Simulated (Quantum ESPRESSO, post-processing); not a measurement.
# MoGe2N4, 1 layer, stepped through the field along the normal, part 4 of 4

Aim: how the results for MoGe2N4, 1 layer change with the field along the normal.

Quantum ESPRESSO 7.5; plane-wave DFT, PBE, GBRV ultrasoft pseudopotentials.

So far. Step 2 (Relaxing cell and ions of the reference):  The last row is no step: it is a fresh SCF in the final cell with a new plane-wave basis, +2 meV from the row before. Step 5 (Band structure, 0 V/Å): Along this path the valence top lies near Γ and the conduction bottom at K.

## (7) SCF with pw.x, 0.4 V/Å

File m9.scf.in:

```
&control
  prefix = 'm9.scf'
  outdir = './out'
  pseudo_dir = './pseudo'
  calculation = 'scf'
  tprnfor = .true.
  tefield = .true.
  dipfield = .true.
/
&system
  ibrav = 0
  nat = 7
  ntyp = 3
  ecutwfc = 40
  ecutrho = 200
  occupations = 'smearing'
  smearing = 'fd'
  degauss = 0.002
  edir = 3
  emaxpos = 0.97
  eopreg = 0.04
  eamp = 0.00777876
  nbnd = 37
/
&electrons
  conv_thr = 1e-09
  mixing_beta = 0.4
  electron_maxstep = 120
  mixing_mode = 'plain'
  startingpot = 'file'
/
ATOMIC_SPECIES
  N   14.0070  n_pbe_v1.2.uspp.F.UPF
  Ge  72.6300  ge_pbe_v1.4.uspp.F.UPF
  Mo  95.9500  mo_pbe_v1.uspp.F.UPF
CELL_PARAMETERS angstrom
  2.99739240000000 0.00000000000000 0.00000000000000
  -1.49869620000000 2.59581796300000 0.00000000000000
  0.00000000000000 0.00000000000000 24.10909668000000
ATOMIC_POSITIONS crystal
  N   0.000000000000 0.000000000000 0.345513237800
  Ge  0.333333333300 0.666666666700 0.371850532700
  N   0.333333333300 0.666666666700 0.449654435600
  Mo  0.000000000000 0.000000000000 0.500000000000
  N   0.333333333300 0.666666666700 0.550345564400
  Ge  0.333333333300 0.666666666700 0.628149467300
  N   0.000000000000 0.000000000000 0.654486762200
K_POINTS automatic
  12 12 1 0 0 0
```

Run with:

```sh
> cp -r out/m0.scf.save out/m9.scf.save
> OMP_NUM_THREADS=1 mpirun -n 4 pw.x -nk 4 -in m9.scf.in > m9.scf.out
```

Log:

```text
[banner, memory and clock lines left out]
Program PWSCF v.7.5 starts
[...]
number of electrons       =        62.00
     number of Kohn-Sham states=           37
     kinetic-energy cutoff     =      40.0000  Ry
     charge density cutoff     =     200.0000  Ry
[...]
number of k points=    74  Fermi-Dirac smearing, width (Ry)=  0.0020
[...]
Dense  grid:    60439 G-vectors     FFT dimensions: (  25,  25, 216)
[...]
The initial density is read from file :
[...]
negative rho (up, down):  2.341E-03 0.000E+00
[...]
Starting wfcs are   47 randomized atomic wfcs
[...]
negative rho (up, down):  2.313E-03 0.000E+00
[...]
estimated scf accuracy    <       0.13180661 Ry
[...]
negative rho (up, down):  2.300E-03 0.000E+00
[...]
estimated scf accuracy    <       5.41239265 Ry
[...]
negative rho (up, down):  2.301E-03 0.000E+00
[...]
estimated scf accuracy    <       0.02686111 Ry
[...]
negative rho (up, down):  2.304E-03 0.000E+00
[...]
estimated scf accuracy    <       0.01475066 Ry
[...]
negative rho (up, down):  2.310E-03 0.000E+00
[...]
estimated scf accuracy    <       0.00781078 Ry
[...]
negative rho (up, down):  2.315E-03 0.000E+00
[...]
estimated scf accuracy    <       0.00311670 Ry
[...]
negative rho (up, down):  2.324E-03 0.000E+00
[...]
estimated scf accuracy    <       0.00161620 Ry
[...]
negative rho (up, down):  2.327E-03 0.000E+00
[...]
estimated scf accuracy    <       0.00022433 Ry
[...]
negative rho (up, down):  2.332E-03 0.000E+00
[...]
estimated scf accuracy    <       0.00012668 Ry
[...]
negative rho (up, down):  2.332E-03 0.000E+00
[...]
estimated scf accuracy    <       0.00000225 Ry
[...]
negative rho (up, down):  2.333E-03 0.000E+00
[...]
estimated scf accuracy    <       0.00000606 Ry
[...]
negative rho (up, down):  2.333E-03 0.000E+00
[...]
estimated scf accuracy    <       0.00000009 Ry
[...]
negative rho (up, down):  2.334E-03 0.000E+00
[...]
estimated scf accuracy    <          2.6E-09 Ry
[...]
negative rho (up, down):  2.334E-03 0.000E+00
[...]
estimated scf accuracy    <          1.4E-09 Ry
[...]
negative rho (up, down):  2.334E-03 0.000E+00
[...]
Computed dipole along edir(3) :
        Dipole                0.2700 Ry au,          0.6863 Debye
        Dipole field          0.0027 Ry au,
        E field amplitude [Ha a.u.]:  7.7788E-03
        Potential amp.        0.4460 Ry
        Total length         43.7372 bohr
[...]
the Fermi energy is     2.6373 ev
!    total energy              =    -647.31214196 Ry
     estimated scf accuracy    <          2.3E-10 Ry
     smearing contrib. (-TS)   =      -0.00000000 Ry
     internal energy E=F+TS    =    -647.31214196 Ry
[...]
one-electron contribution =   -5359.00431600 Ry
     hartree contribution      =    2705.40317941 Ry
     xc contribution           =    -157.84897637 Ry
     ewald contribution        =    2164.14144781 Ry
     electric field correction =      -0.00347681 Ry
     convergence has been achieved in  15 iterations
     negative rho (up, down):  2.334E-03 0.000E+00
[...]
Total force =     0.015928     Total SCF correction =     0.000105
[...]
```

It took 2.1 min on 4 MPI ranks of Arm Neoverse V1, shared host; peak memory 0.6 GiB; 8.5 min of CPU time.

Read from the output:

| Property | Result |
| --- | --- |
| free energy | -8807.1304 eV |
| Fermi energy | 2.637 eV |
| dipole along the normal | 0.1429 e·Å |
| valence top, on the run's zero | 2.063 eV |
| conduction bottom, on the run's zero | 3.291 eV |
| gap by band count | 1.228 eV |

## (8) Ground state, -0.4 V/Å

m10.scf.in is the input of step 7 with these lines changed:

```diff
@@ -1,3 +1,3 @@
 &control
-  prefix = 'm9.scf'
+  prefix = 'm10.scf'
   outdir = './out'
@@ -21,3 +21,3 @@
   eopreg = 0.04
-  eamp = 0.00777876
+  eamp = -0.00777876
   nbnd = 37
```

Run with:

```sh
> cp -r out/m0.scf.save out/m10.scf.save
> OMP_NUM_THREADS=1 mpirun -n 4 pw.x -nk 4 -in m10.scf.in > m10.scf.out
```

Log:

```text
[banner, memory and clock lines left out]
Program PWSCF v.7.5 starts
[...]
number of electrons       =        62.00
     number of Kohn-Sham states=           37
     kinetic-energy cutoff     =      40.0000  Ry
     charge density cutoff     =     200.0000  Ry
[...]
number of k points=    74  Fermi-Dirac smearing, width (Ry)=  0.0020
[...]
Dense  grid:    60439 G-vectors     FFT dimensions: (  25,  25, 216)
[...]
The initial density is read from file :
[...]
negative rho (up, down):  2.341E-03 0.000E+00
[...]
Starting wfcs are   47 randomized atomic wfcs
[...]
negative rho (up, down):  2.313E-03 0.000E+00
[...]
estimated scf accuracy    <       0.13179873 Ry
[...]
negative rho (up, down):  2.300E-03 0.000E+00
[...]
estimated scf accuracy    <       5.41056890 Ry
[...]
negative rho (up, down):  2.302E-03 0.000E+00
[...]
estimated scf accuracy    <       0.02686246 Ry
[...]
negative rho (up, down):  2.304E-03 0.000E+00
[...]
estimated scf accuracy    <       0.01474949 Ry
[...]
negative rho (up, down):  2.310E-03 0.000E+00
[...]
estimated scf accuracy    <       0.00781566 Ry
[...]
negative rho (up, down):  2.315E-03 0.000E+00
[...]
estimated scf accuracy    <       0.00312183 Ry
[...]
negative rho (up, down):  2.325E-03 0.000E+00
[...]
estimated scf accuracy    <       0.00160271 Ry
[...]
negative rho (up, down):  2.327E-03 0.000E+00
[...]
estimated scf accuracy    <       0.00020820 Ry
[...]
negative rho (up, down):  2.332E-03 0.000E+00
[...]
estimated scf accuracy    <       0.00013290 Ry
[...]
negative rho (up, down):  2.332E-03 0.000E+00
[...]
estimated scf accuracy    <       0.00000225 Ry
[...]
negative rho (up, down):  2.333E-03 0.000E+00
[...]
estimated scf accuracy    <       0.00000501 Ry
[...]
negative rho (up, down):  2.333E-03 0.000E+00
[...]
estimated scf accuracy    <       0.00000004 Ry
[...]
negative rho (up, down):  2.334E-03 0.000E+00
[...]
estimated scf accuracy    <          6.0E-09 Ry
[...]
negative rho (up, down):  2.334E-03 0.000E+00
[...]
estimated scf accuracy    <          1.0E-09 Ry
[...]
negative rho (up, down):  2.334E-03 0.000E+00
[...]
Computed dipole along edir(3) :
        Dipole               -0.2700 Ry au,         -0.6863 Debye
        Dipole field         -0.0027 Ry au,
        E field amplitude [Ha a.u.]: -7.7788E-03
        Potential amp.       -0.4460 Ry
        Total length         43.7372 bohr
[...]
the Fermi energy is     2.5110 ev
!    total energy              =    -647.31214187 Ry
     estimated scf accuracy    <          1.1E-10 Ry
     smearing contrib. (-TS)   =      -0.00000000 Ry
     internal energy E=F+TS    =    -647.31214187 Ry
[...]
one-electron contribution =   -5359.00441085 Ry
     hartree contribution      =    2705.40327612 Ry
     xc contribution           =    -157.84897793 Ry
     ewald contribution        =    2164.14144781 Ry
     electric field correction =      -0.00347701 Ry
     convergence has been achieved in  15 iterations
     negative rho (up, down):  2.334E-03 0.000E+00
[...]
Total force =     0.015947     Total SCF correction =     0.000072
[...]
```

It took 2.1 min on 4 MPI ranks; peak memory 0.73 GiB.

Read from the output:

- Fermi energy: 2.511 eV
- dipole along the normal: -0.1429 e·Å
- valence top, on the run's zero: 1.936 eV
- conduction bottom, on the run's zero: 3.165 eV

## (9) The series side by side

The series in one table, energies over the lowest:

| the field along the normal | dipole (e Å) | gap along the path (eV) | upper vacuum line at the top atoms, over the zero (eV) | lower vacuum line at the bottom atoms, over the zero (eV) | energy (eV) |
| --- | --- | --- | --- | --- | --- |
| -0.4 V/Å | -0.1429 | 1.232 | 5.852 | 5.509 | 0.0000 |
| -0.3 V/Å | -0.1072 | 1.233 | 5.807 | 5.549 | 0.0125 |
| -0.2 V/Å | -0.07141 | 1.233 | 5.761 | 5.59 | 0.0214 |
| -0.1 V/Å | -0.03571 | 1.234 | 5.718 | 5.632 | 0.0268 |
| -0.05 V/Å | -0.01782 | 1.234 | 5.696 | 5.653 | 0.0281 |
| 0 V/Å | 0 | 1.234 | 5.674 | 5.674 | 0.0286 |
| 0.05 V/Å | 0.01782 | 1.234 | 5.654 | 5.695 | 0.0281 |
| 0.1 V/Å | 0.03571 | 1.234 | 5.632 | 5.717 | 0.0268 |
| 0.2 V/Å | 0.07141 | 1.233 | 5.59 | 5.761 | 0.0214 |
| 0.3 V/Å | 0.1072 | 1.233 | 5.549 | 5.807 | 0.0125 |
| 0.4 V/Å | 0.1429 | 1.232 | 5.509 | 5.852 | 0.0000 |

## (10) Worked from the printed numbers

4πα/A = 180.95 × 0.3569 e Å²/V / 7.781 Å² = 8.30 Å.

In linear response the energy changes by −(p₀ + p)E/2: at 0.2 V/Å, −(0.0000 + 0.0714) × 0.2/2 = -0.0071 eV; the runs give -0.0071 eV.

## (11) Results

| Quantity | Value |
| --- | --- |
| 4πα/A from the weak fields | 8.30 Å |
| gap along the path, at -0.4 V/Å and at 0.4 V/Å | 1.23, 1.23 eV |
| upper vacuum line at the top atoms, over the zero, at -0.4 V/Å and at 0.4 V/Å | 5.85, 5.51 eV |
| lower vacuum line at the bottom atoms, over the zero, at -0.4 V/Å and at 0.4 V/Å | 5.51, 5.85 eV |

The series holds 11 members; 4πα/A from the weak fields: 8.30 Å (PBE, GBRV ultrasoft). The strongest fields leave the weak-field line by 0.1 % of the induced dipole. From -0.4 V/Å to 0.4 V/Å the gap along the path stays within 0.002 eV. From -0.4 V/Å to 0.4 V/Å the upper vacuum line at the top atoms, over the zero falls from 5.85 to 5.51 eV. From -0.4 V/Å to 0.4 V/Å the lower vacuum line at the bottom atoms, over the zero rises from 5.51 to 5.85 eV. Ions are held; semilocal gaps are too small; in strong fields empty levels can belong to the vacuum.

[Logs are printed without paths, hosts, clocks, repeated set-up lines and the standing remarks that a program may print on its own settings, such as how far it seeks lower states.]

[Hosts, paths, dates, database ids (printed as entryN), source tags and the programs' standing remarks are cut or masked in the printed files.]

[Maps of the electrostatic potential energy from Ansatz leave out the sawtooth potential of an applied field or a dipole correction, so their vacuum need not be flat; planar profiles and work functions include it.]
